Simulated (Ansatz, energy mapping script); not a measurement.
# Spin model of MnHg from collinear orders

Aim: the exchange couplings of MnHg from the energies of a few collinear orders, and the ordering temperature that they give.

Method: LDA; plane waves, collinear spin, no spin–orbit coupling, in Ansatz 0.2.0.

In doubt: warnings of the run leave room for a lower electronic state (steps 3, 4, 6), so energies may not be the lowest and differences between runs may mislead.

**1. Starting point**

Symmetry: Pm-3m, No. 221, cubic system. Conventional cell: a = 3.315 Å, b = 3.315 Å, c = 3.315 Å, α = 90.00°, β = 90.00°, γ = 90.00°. Mn has 8 Hg at 2.87 Å nearest. Nearest to Hg lie 8 Mn at 2.87 Å. Farther neighbours are not listed.

Coordinates:

```cif
data_structure
_symmetry_space_group_name_H-M 'P 1'
_symmetry_Int_Tables_number 1
_cell_length_a 3.3150
_cell_length_b 3.3150
_cell_length_c 3.3150
_cell_angle_alpha 90.000
_cell_angle_beta 90.000
_cell_angle_gamma 90.000
_cell_volume 36.43
loop_
_atom_site_label
_atom_site_type_symbol
_atom_site_fract_x
_atom_site_fract_y
_atom_site_fract_z
_atom_site_occupancy
Mn1 Mn 0.50000 0.50000 0.50000 1
Hg2 Hg 0.00000 0.00000 0.00000 1
```

No correction acts on the open shell here, which makes this the cheap baseline.

**2. Parallel start in cell A (4 atoms)**

The parallel order is the zero of energy for this cell and mesh.

File input.yaml:

```yaml
crystal:
  lattice:
    - [-3.315, 0.0, 0.0]
    - [0.0, 3.315, 3.315]
    - [0.0, 3.315, -3.315]
  atoms:
    - { symbol: Mn, position: [0.5, 0.5, 0.0], spin: 3.5 }
    - { symbol: Mn, position: [0.5, 0.0, 0.5], spin: 3.5 }
    - { symbol: Hg, position: [0.0, 0.0, 0.0] }
    - { symbol: Hg, position: [0.0, 0.5, 0.5] }
magnetization:
  spin_polarized: true
kpoints:
  mp_grid: { grid: [12, 8, 8] }
hamiltonian:
  xc: lda
scf:
  occupations: { method: fermi_dirac, width: 0.1 }
output:
  eigenvalues: true
```

Started as:

```sh
$ ansatz run input.yaml --threads 4 --pin off --max-ram 8192MiB --backend cpu --events-out ev --progress --plain --runs-dir out
```

Numbers of over 12 decimals in the logs are rounded to 6 here.

The program printed:

```text
Engine: ansatz 0.2.0, aarch64-unknown-linux-gnu
Pseudopotentials: kind: paw
Pseudopotential: Mn, paw, valence charge 15, recommended cutoff 420 eV (normal), Mn.paw.azcp
Pseudopotential: Hg, paw, valence charge 20, recommended cutoff 420 eV (normal), Hg.paw.azcp
Functional definition: SPW92
  exchange = slater_x
  correlation = pw_c
Crystal: 4 atoms, lattice volume = 72.859 Å³
Basis set: ecut = 420 eV, 1459 PW (Γ)
Bands: 47, of which v1, the nominal top of the filled ones, is band 35 counted from 1 (34 counted from 0)
Symmetry: 32 space group operations
Space group: Pm-3m (ITA 221), of the structure as read, at distance tolerance 4.2e-5 Å
Magnetic group: BNS 221.92 (UNI 1594), of the structure as read, at distance tolerance 4.2e-5 Å
k-points: 105 of 768
Non-local potential: Mn, projectors of the file, l = 0: 3, l = 1: 2, l = 2: 3, l = 3: 1
Non-local potential: Hg, projectors of the file, l = 0: 3, l = 1: 2, l = 2: 2, l = 3: 1
PAW form: soft (Blöchl's): semilocal exchange-correlation on the pseudo side does not see the compensation charge
PAW frozen core: Mn, regenerated for the run's functional, and the local potential with it (the file was generated under x = pbe(κ = 0.804, μ = 0.219515), c = pbe(β = 0.066725))
PAW frozen core: Hg, regenerated for the run's functional, and the local potential with it (the file was generated under x = pbe(κ = 0.804, μ = 0.219515), c = pbe(β = 0.066725))
PAW one-centre angular grid: Mn, 590 points (default); XC on 64 Gauss nodes
PAW one-centre angular grid: Hg, 590 points (default); XC on 64 Gauss nodes
Initial density: superposition of atomic densities (chi_scale 0.1, normalization cell)
Starting moments: Σ|m| = 7 μB on 2 of 4 sites
Initial wavefunctions: pseudopotential atomic-orbital guess
Functional: x = slater, c = lda
SCF iter   1: F=—  HF=-34724.942011 eV  |F-HF|=—  |Δ(HF+E_count)|=         —  Δρ=5.42e-2 (↑5.42e-2 ↓3.63e-2)  dr2=3.89e0  dr2_m=8.30e-1  M=7.670 μB ∫|m|=7.949 μB  β_m=0.30  ethr=3.10e-3  ⟨swp⟩=5.1  Hψ=31067  notcnv=0  defer=112
Mixer restart at iter 1: flushing history
preconditioner: auto → Kerker (q_TF=auto, 2.710 Å⁻¹)  [metal: Δε(μ)=0.004 eV  Ē_g=9.125 eV  σ=0.100 eV  W_gap=0.01  n_scr=30 (ndim 8)  ℏωp=26.8 eV  f_vac=0.000  D(μ)=3.75/eV (n_scr^D=38)]
spin=Collinear: Kerker preconditioning applied to the charge; magnetization (m = ρ↑ − ρ↓) channel mixes plain (no charge-response kernel on spin).
SCF iter   2: F=—  HF=-34725.153047 eV  |F-HF|=—  |Δ(HF+E_count)|=   2.11e-1  Δρ=3.52e-2 (↑3.52e-2 ↓2.36e-2)  dr2=1.92e0  dr2_m=3.40e-1  M=7.612 μB ∫|m|=7.917 μB  β_m=0.58  ethr=3.10e-3  ⟨swp⟩=2.0  Hψ=13172  notcnv=0  defer=455
SCF iter   3: F=—  HF=-34725.343449 eV  |F-HF|=—  |Δ(HF+E_count)|=   1.90e-1  Δρ=6.44e-3 (↑6.44e-3 ↓5.82e-3)  dr2=1.86e-1  dr2_m=2.25e-4  M=7.489 μB ∫|m|=7.857 μB  β_m=0.79  ethr=2.74e-3  ⟨swp⟩=2.3  Hψ=15925  notcnv=0  defer=453
SCF iter   4: F=—  HF=-34725.304098 eV  |F-HF|=—  |Δ(HF+E_count)|=   3.94e-2  Δρ=1.02e-2 (↑1.02e-2 ↓4.06e-3)  dr2=8.28e-2  dr2_m=6.88e-3  M=7.470 μB ∫|m|=7.846 μB  β_m=0.65  ethr=2.66e-4  ⟨swp⟩=2.2  Hψ=15687  notcnv=0  defer=466
SCF iter   5: F=—  HF=-34725.299932 eV  |F-HF|=—  |Δ(HF+E_count)|=   4.17e-3  Δρ=2.32e-3 (↑1.08e-3 ↓2.32e-3)  dr2=4.29e-3  dr2_m=5.01e-4  M=7.516 μB ∫|m|=7.889 μB  β_m=0.83  ethr=1.18e-4  ⟨swp⟩=2.0  Hψ=17275  notcnv=0  defer=466
SCF iter   6: F=—  HF=-34725.305581 eV  |F-HF|=—  |Δ(HF+E_count)|=   5.65e-3  Δρ=1.54e-3 (↑5.62e-4 ↓1.54e-3)  dr2=2.44e-3  dr2_m=2.20e-4  M=7.543 μB ∫|m|=7.914 μB  β_m=0.91  ethr=6.12e-6  ⟨swp⟩=1.6  Hψ=11056  notcnv=0  defer=466
SCF iter   7: F=—  HF=-34725.306288 eV  |F-HF|=—  |Δ(HF+E_count)|=   7.07e-4  Δρ=2.72e-4 (↑2.72e-4 ↓1.01e-4)  dr2=5.12e-5  dr2_m=5.78e-6  M=7.558 μB ∫|m|=7.928 μB  β_m=0.96  ethr=3.49e-6  ⟨swp⟩=2.0  Hψ=13341  notcnv=0  defer=466
SCF iter   8: F=—  HF=-34725.306283 eV  |F-HF|=—  |Δ(HF+E_count)|=   5.39e-6  Δρ=4.18e-5 (↑2.48e-5 ↓4.18e-5)  dr2=1.68e-6  dr2_m=4.19e-7  M=7.557 μB ∫|m|=7.927 μB  β_m=0.97  ethr=7.32e-8  ⟨swp⟩=2.0  Hψ=14018  notcnv=0  defer=460
SCF iter   9: F=—  HF=-34725.306283 eV  |F-HF|=—  |Δ(HF+E_count)|=   2.55e-7  Δρ=1.02e-5 (↑9.65e-6 ↓1.02e-5)  dr2=2.66e-7  dr2_m=9.70e-10  M=7.557 μB ∫|m|=7.927 μB  β_m=0.99  ethr=2.41e-9  ⟨swp⟩=2.1  Hψ=15482  notcnv=0  defer=460
SCF iter  10: F=—  HF=-34725.306283 eV  |F-HF|=—  |Δ(HF+E_count)|=   2.07e-8  Δρ=1.79e-6 (↑1.79e-6 ↓1.31e-6)  dr2=3.27e-9  dr2_m=6.22e-10  M=7.557 μB ∫|m|=7.927 μB  β_m=0.99  ethr=3.80e-10  ⟨swp⟩=2.0  Hψ=11681  notcnv=0  defer=460
SCF iter  11: F=-34725.306283 eV  HF=-34725.306283 eV  |F-HF|=3.22e-9  |Δ(HF+E_count)|=  9.31e-10  Δρ=1.43e-6 (↑8.42e-7 ↓1.43e-6)  dr2=3.91e-9  dr2_m=8.12e-11  M=7.557 μB ∫|m|=7.927 μB  ethr=4.68e-12  ⟨swp⟩=7.3  Hψ=38949  notcnv=0
SCF 1 converged in 11 iterations: F = -34725.306283 eV  dr2 = 3.91e-9
  greatest PAW one-centre occupation: 1.003 electrons in one spin orbital (limit 2), on the Mn atom at site 1 (counted from 0), in its partial waves of l = 1
SCF converged after 11 iterations
Magnetization: 7.5571 μB (38.7786 up, 31.2214 down)
Absolute magnetization: 7.9360 μB (∫|ρ↑−ρ↓|, with the PAW one-centre terms)
Spin contamination: 0.2395 ħ² per cell (⟨S²⟩ above its minimum at these occupations)
Per-site moments (μB) at R_I (Å): [(3.725642, 1.184236), (3.725642, 1.184236), (-0.022433, 1.184236), (-0.022433, 1.184236)]
Free energy (F): -34725.306283 eV
Harris-Foulkes:  -34725.306283 eV  (|F-HF|=3.22e-9)
Internal energy: -34725.184410 eV  (E = F + TS)
E sigma→0 (E₀):  -34725.245347 eV
Entropy (-TS):   -0.121873 eV (-30.468 meV/atom)
Fermi energy:    15.750109 eV
--- Per-component energies (eV) ---
  E_band       = -1209.731727
  E_kinetic    = 1810.505085
  E_local      = -8521.701398  (includes V_loc(G=0)·N_el)
  E_nonlocal   = 664.157031
  E_hartree    = 3575.764500
  E_xc         = -660.407061
  E_vxc        = -810.295640  (∫ρ·V_xc dr)
  E_paw        = -21802.481788  (= ΣΔE_a)
  E_vpaw       = -1503.924056  (= ΣTr[D̂ρ^β])
  E_aug_tail   = 0.001764  (compensation charges beyond the density's cutoff)
  E_ewald      = -9792.942636
  E_core_change = 1.920092  (= ΣΔE_core)
  E_smearing   = -0.121873  (= −TS)
  E_closure    = -0.000000  (closes the sum)
  Σ components = -34725.306283   (vs F -34725.306283, Δ=0.00e0)
--- Band table (eV; the first three rows and the last of 210) ---
  k-point 0 ↑: bands = [... 31 lower, 13.9682, 13.9682, 13.9930, 13.9930, 13.9932, 14.0982, 14.1515, 14.1515, ... 8 higher]
  k-point 1 ↑: bands = [... 31 lower, 13.7289, 13.7383, 13.9096, 13.9132, 13.9219, 13.9674, 13.9901, 14.7052, ... 8 higher]
  k-point 2 ↑: bands = [... 31 lower, 13.4381, 13.5014, 13.7236, 13.7343, 13.7650, 13.9658, 13.9827, 15.4784, ... 8 higher]
  k-point 104 ↓: bands = [... 31 lower, 14.5002, 16.1702, 16.1702, 17.0477, 17.0477, 17.0484, 17.0484, 17.5261, ... 8 higher]
```

It took 13 s on 4 threads of Arm Neoverse V1, shared host; peak memory 0.8 GiB.

Reading the cycles: dr2 is the Hartree energy of the density residual (eV), the measure of convergence; HF is the Harris–Foulkes estimate of the energy, which meets the free energy F at convergence.

Spin moment in the sphere by atom:

```
atom  spin moment in the sphere (μB)
 Mn1                            3.73
 Mn2                            3.73
 Hg3                           -0.02
 Hg4                           -0.02
```

The run ends ferromagnetic.

**3. Order 2: compensated +−, cell A of 4 atoms**

This order reverses 4 of the 6 neighbours at 3.31 Å, 8 of the 12 neighbours at 4.69 Å and 0 of the 8 neighbours at 5.74 Å, counted for an average magnetic atom.

Edit input.yaml of step 2 so:

```diff
@@ -7,3 +7,3 @@
     - { symbol: Mn, position: [0.5, 0.5, 0.0], spin: 3.5 }
-    - { symbol: Mn, position: [0.5, 0.0, 0.5], spin: 3.5 }
+    - { symbol: Mn, position: [0.5, 0.0, 0.5], spin: -3.5 }
     - { symbol: Hg, position: [0.0, 0.0, 0.0] }
```

The program printed:

```text
[...]
Crystal: 4 atoms, lattice volume = 72.859 Å³
Basis set: ecut = 420 eV, 1459 PW (Γ)
Bands: 47, of which v1, the nominal top of the filled ones, is band 35 counted from 1 (34 counted from 0)
Symmetry: 16 space group operations
[...]
k-points: 105 of 768
[...]
Starting moments: Σ|m| = 7 μB on 2 of 4 sites
Starting magnetic order: antiferromagnet; a translation exchanges its spin sublattices: spin-degenerate at every k-point
[...]
SCF iter   1: F=—  HF=-34724.836737 eV  |F-HF|=—  |Δ(HF+E_count)|=         —  Δρ=4.74e-2 (↑4.74e-2 ↓4.74e-2)  dr2=3.83e0  dr2_m=9.12e-1  M=0.000 μB ∫|m|=7.935 μB  β_m=0.30  ethr=3.10e-3  ⟨swp⟩=4.4  Hψ=15589  notcnv=0  defer=103
[...]
SCF iter  10: F=-34725.178587 eV  HF=-34725.178587 eV  |F-HF|=4.75e-9  |Δ(HF+E_count)|=   2.55e-8  Δρ=1.83e-6 (↑1.83e-6 ↓1.83e-6)  dr2=9.63e-9  dr2_m=7.15e-10  M=0.000 μB ∫|m|=7.914 μB  ethr=1.43e-10  ⟨swp⟩=7.4  Hψ=18526  notcnv=0
SCF 1 converged in 10 iterations: F = -34725.178587 eV  dr2 = 9.63e-9
[...]
WARN: an SCF from ferromagnetic starting moments (-3.79, -3.79, 0.00, 0.00 Bohr magnetons, atom by atom) was not made, by what the run has read of turns of its moments that order reads lower: the deck asks for what bars it, or types moments that do (magnetization.spin_polarized, in the input reference, names some of the keys), or the run goes by scf.lower_state_search: light, the default, which as a rule tries one only behind a close that has lost an order of both signs, or on which an open d or half-filled 4f shell of a PAW file has lost a moment that was set nearer to Hund's than to what is left; [rest of the remark cut]
SCF converged after 10 iterations
Magnetization: 0.0000 μB (35.0000 up, 35.0000 down)
Absolute magnetization: 7.9166 μB (∫|ρ↑−ρ↓|, with the PAW one-centre terms)
[...]
Per-site moments (μB) at R_I (Å): [(3.770784, 1.184236), (-3.770784, 1.184236), (-2.9215710738363486e-16, 1.184236), (2.9215710738363486e-16, 1.184236)]
Free energy (F): -34725.178587 eV
[...]
Internal energy: -34725.060814 eV  (E = F + TS)
E sigma→0 (E₀):  -34725.119701 eV
Entropy (-TS):   -0.117773 eV (-29.443 meV/atom)
Fermi energy:    15.690393 eV
[...]
--- Band table (eV; the first three rows and the last of 210) ---
  k-point 0 ↑: bands = [... 31 lower, 13.9771, 14.3197, 14.3197, 15.0190, 16.0812, 16.8120, 17.1374, 17.1374, ... 8 higher]
  k-point 1 ↑: bands = [... 31 lower, 13.9080, 13.9753, 14.5182, 15.3378, 16.1258, 16.8528, 17.0405, 17.1344, ... 8 higher]
  k-point 2 ↑: bands = [... 31 lower, 13.7459, 13.9709, 14.9344, 15.4191, 16.1831, 16.8306, 17.0103, 17.1273, ... 8 higher]
  k-point 104 ↓: bands = [... 31 lower, 14.2120, 14.2815, 14.2815, 14.5317, 15.0154, 15.0154, 16.4111, 17.0343, ... 8 higher]
```

Run time: 8 s. Hardware: 4 threads; peak memory 0.78 GiB.

Spin moment in the sphere by atom:

```
atom  spin moment in the sphere (μB)
 Mn1                            3.77
 Mn2                           -3.77
 Hg3                            0.00
 Hg4                            0.00
```

The run ends antiferromagnetic, 62.82 meV a magnetic atom above the parallel order of its cell (energies taken at zero occupation width, not the printed F).

**4. Order 3: parallel, cell B of 4 atoms**

A new cell needs its own zero of energy.

This run holds the same structure in another cell (b 4.688 → 3.315 Å, c 4.688 → 6.630 Å).

input.yaml, the sections that differ from step 3:

```yaml
crystal:
  lattice:
    - [3.315, 0.0, 0.0]
    - [0.0, 3.315, 0.0]
    - [0.0, 0.0, 6.63]
  atoms:
    - { symbol: Mn, position: [0.5, 0.5, 0.25], spin: 3.5 }
    - { symbol: Mn, position: [0.5, 0.5, 0.75], spin: 3.5 }
    - { symbol: Hg, position: [0.0, 0.0, 0.0] }
    - { symbol: Hg, position: [0.0, 0.0, 0.5] }
kpoints:
  mp_grid: { grid: [12, 12, 6] }
# magnetization, hamiltonian, scf, output: as in step 3
```

The program printed:

```text
[...]
Crystal: 4 atoms, lattice volume = 72.859 Å³
Basis set: ecut = 420 eV, 1447 PW (Γ)
Bands: 47, of which v1, the nominal top of the filled ones, is band 35 counted from 1 (34 counted from 0)
Symmetry: 32 space group operations
[...]
k-points: 112 of 864
[...]
Starting moments: Σ|m| = 7 μB on 2 of 4 sites
[...]
k-point 0 ↑: bands = [... 31 lower, 13.1575, 13.2628, 13.2628, 13.7697, 13.9909, 13.9909, 13.9909, 14.4961, ... 8 higher]
  k-point 1 ↑: bands = [... 31 lower, 13.1697, 13.3023, 13.3023, 13.7849, 13.9293, 13.9293, 13.9765, 14.6182, ... 8 higher]
  k-point 2 ↑: bands = [... 31 lower, 13.1885, 13.4152, 13.4152, 13.7734, 13.7734, 13.8262, 13.9368, 15.1978, ... 8 higher]
  k-point 111 ↓: bands = [... 31 lower, 14.3672, 16.7744, 16.7744, 17.5437, 17.5437, 18.2388, 18.2388, 18.3346, ... 8 higher]
[key lines of the parts left out:]
SCF converged after 11 iterations
Magnetization: 7.5657 μB (38.7829 up, 31.2171 down)
Free energy (F): -34725.308126 eV
Fermi energy:    15.749130 eV
```

The job ended after 14 s (4 threads; peak memory 0.82 GiB; 52 s of CPU time).

The run ends ferromagnetic. For each magnetic atom its energy differs from the parallel run of the first cell by -1.46 meV, an error that one common reference would have brought in.

**5. Run 4 (compensated +−; cell B, 4 atoms)**

This order reverses 2 of the 6 neighbours at 3.31 Å, 8 of the 12 neighbours at 4.69 Å and 8 of the 8 neighbours at 5.74 Å, counted for an average magnetic atom.

Edit input.yaml of step 4 so:

```diff
@@ -7,3 +7,3 @@
     - { symbol: Mn, position: [0.5, 0.5, 0.25], spin: 3.5 }
-    - { symbol: Mn, position: [0.5, 0.5, 0.75], spin: 3.5 }
+    - { symbol: Mn, position: [0.5, 0.5, 0.75], spin: -3.5 }
     - { symbol: Hg, position: [0.0, 0.0, 0.0] }
```

The program printed:

```text
[...]
Crystal: 4 atoms, lattice volume = 72.859 Å³
Basis set: ecut = 420 eV, 1447 PW (Γ)
Bands: 47, of which v1, the nominal top of the filled ones, is band 35 counted from 1 (34 counted from 0)
Symmetry: 16 space group operations
[...]
k-points: 112 of 864
[...]
Starting moments: Σ|m| = 7 μB on 2 of 4 sites
[...]
k-point 0 ↑: bands = [... 31 lower, 13.5463, 13.6803, 13.8422, 15.8066, 16.7076, 16.7076, 16.9331, 17.0984, ... 8 higher]
  k-point 1 ↑: bands = [... 31 lower, 13.5496, 13.7913, 13.8433, 15.8049, 16.6649, 16.6649, 16.9074, 17.0978, ... 8 higher]
  k-point 2 ↑: bands = [... 31 lower, 13.5563, 13.8455, 14.3841, 15.8015, 16.5846, 16.5846, 16.8065, 17.0965, ... 8 higher]
  k-point 111 ↓: bands = [... 31 lower, 14.0953, 14.2345, 14.2345, 16.3499, 16.7272, 16.9448, 16.9448, 17.5223, ... 8 higher]
[key lines of the parts left out:]
SCF converged after 12 iterations
Magnetization: 0.0000 μB (35.0000 up, 35.0000 down)
Free energy (F): -34725.399102 eV
Fermi energy:    15.785640 eV
```

It took 17 s on 4 threads; peak memory 0.84 GiB.

The run ends antiferromagnetic, 46.14 meV a magnetic atom below the parallel order of its cell (energies taken at zero occupation width, not the printed F).

**6. Order 5: parallel, cell C of 4 atoms**

The parallel order again, as the reference for this cell.

This run holds the same structure in another cell (a 3.315 → 4.688 Å, b 3.315 → 4.688 Å, c 6.630 → 4.688 Å, α 90.0 → 60.0°, β 90.0 → 60.0°, γ 90.0 → 60.0°).

input.yaml, the sections that differ from step 5:

```yaml
crystal:
  lattice:
    - [-3.315, 0.0, -3.315]
    - [0.0, -3.315, -3.315]
    - [-3.315, -3.315, 0.0]
  atoms:
    - { symbol: Mn, position: [0.25, 0.25, 0.25], spin: 3.5 }
    - { symbol: Mn, position: [0.75, 0.75, 0.75], spin: 3.5 }
    - { symbol: Hg, position: [0.5, 0.5, 0.5] }
    - { symbol: Hg, position: [0.0, 0.0, 0.0] }
kpoints:
  mp_grid: { grid: [10, 10, 10] }
# magnetization, hamiltonian, scf, output: as in step 5
```

The program printed:

```text
[...]
Crystal: 4 atoms, lattice volume = 72.859 Å³
Basis set: ecut = 420 eV, 1411 PW (Γ)
Bands: 47, of which v1, the nominal top of the filled ones, is band 35 counted from 1 (34 counted from 0)
Symmetry: 96 space group operations
[...]
k-points: 47 of 1000
[...]
Starting moments: Σ|m| = 7 μB on 2 of 4 sites
[...]
k-point 0 ↑: bands = [... 31 lower, 13.1537, 13.9871, 13.9871, 13.9871, 14.1135, 14.1135, 16.1067, 19.9411, ... 8 higher]
  k-point 1 ↑: bands = [... 31 lower, 13.1490, 13.8887, 13.9622, 13.9622, 14.0816, 14.0816, 16.1348, 18.7504, ... 8 higher]
  k-point 2 ↑: bands = [... 31 lower, 13.1443, 13.6625, 13.8902, 13.8902, 13.9881, 13.9881, 15.8730, 17.9133, ... 8 higher]
  k-point 46 ↓: bands = [... 31 lower, 15.9074, 16.0248, 16.1367, 16.4780, 16.7538, 17.0219, 17.0348, 17.6591, ... 8 higher]
[key lines of the parts left out:]
SCF converged after 11 iterations
Magnetization: 7.5865 μB (38.7932 up, 31.2068 down)
Free energy (F): -34725.305899 eV
Fermi energy:    15.747074 eV
```

Elapsed: 6.5 s, on 4 threads; peak memory 0.6 GiB; 24 s of CPU time.

The run ends ferromagnetic. For each magnetic atom its energy differs from the parallel run of the first cell by 0.09 meV, an error that one common reference would have brought in.

**7. Compensated +− start in cell C (4 atoms)**

This order reverses 6 of the 6 neighbours at 3.31 Å, 0 of the 12 neighbours at 4.69 Å and 8 of the 8 neighbours at 5.74 Å, counted for an average magnetic atom.

Edit input.yaml of step 6 so:

```diff
@@ -7,3 +7,3 @@
     - { symbol: Mn, position: [0.25, 0.25, 0.25], spin: 3.5 }
-    - { symbol: Mn, position: [0.75, 0.75, 0.75], spin: 3.5 }
+    - { symbol: Mn, position: [0.75, 0.75, 0.75], spin: -3.5 }
     - { symbol: Hg, position: [0.5, 0.5, 0.5] }
```

The program printed:

```text
[...]
Crystal: 4 atoms, lattice volume = 72.859 Å³
Basis set: ecut = 420 eV, 1411 PW (Γ)
Bands: 47, of which v1, the nominal top of the filled ones, is band 35 counted from 1 (34 counted from 0)
Symmetry: 48 space group operations
[...]
k-points: 47 of 1000
[...]
Starting moments: Σ|m| = 7 μB on 2 of 4 sites
[...]
k-point 0 ↑: bands = [... 31 lower, 13.4368, 15.9029, 15.9029, 15.9029, 16.1152, 16.7757, 16.7757, 20.6430, ... 8 higher]
  k-point 1 ↑: bands = [... 31 lower, 13.4254, 15.3236, 15.8896, 15.8896, 16.7173, 16.7261, 16.7261, 19.3544, ... 8 higher]
  k-point 2 ↑: bands = [... 31 lower, 13.4033, 14.6704, 15.8327, 15.8327, 16.6213, 16.6213, 17.3145, 18.2176, ... 8 higher]
  k-point 46 ↓: bands = [... 31 lower, 13.5405, 13.5874, 13.7207, 13.9798, 16.1844, 16.4576, 16.5513, 16.6923, ... 8 higher]
[key lines of the parts left out:]
SCF converged after 11 iterations
Magnetization: 0.0000 μB (35.0000 up, 35.0000 down)
Free energy (F): -34725.490756 eV
Fermi energy:    15.786138 eV
```

Elapsed: 4.5 s, on 4 threads; peak memory 0.6 GiB.

The run ends antiferromagnetic, 101.68 meV a magnetic atom below the parallel order of its cell (energies taken at zero occupation width, not the printed F).

[end of part 1 of 2]

[Logs and program files are shortened in this print: banners, set-up blocks, solver, clock and traceback lines can be left out without a mark of their own.]

[Logs are printed without paths, hosts, clocks, repeated set-up lines and the standing remarks that a program may print on its own settings, such as how far it seeks lower states.]

[Hosts, paths, dates, database ids (printed as entryN), source tags and the programs' standing remarks are cut or masked in the printed files.]

[Where a cell is said to come from a database of computed structures, the database is the Materials Project.]
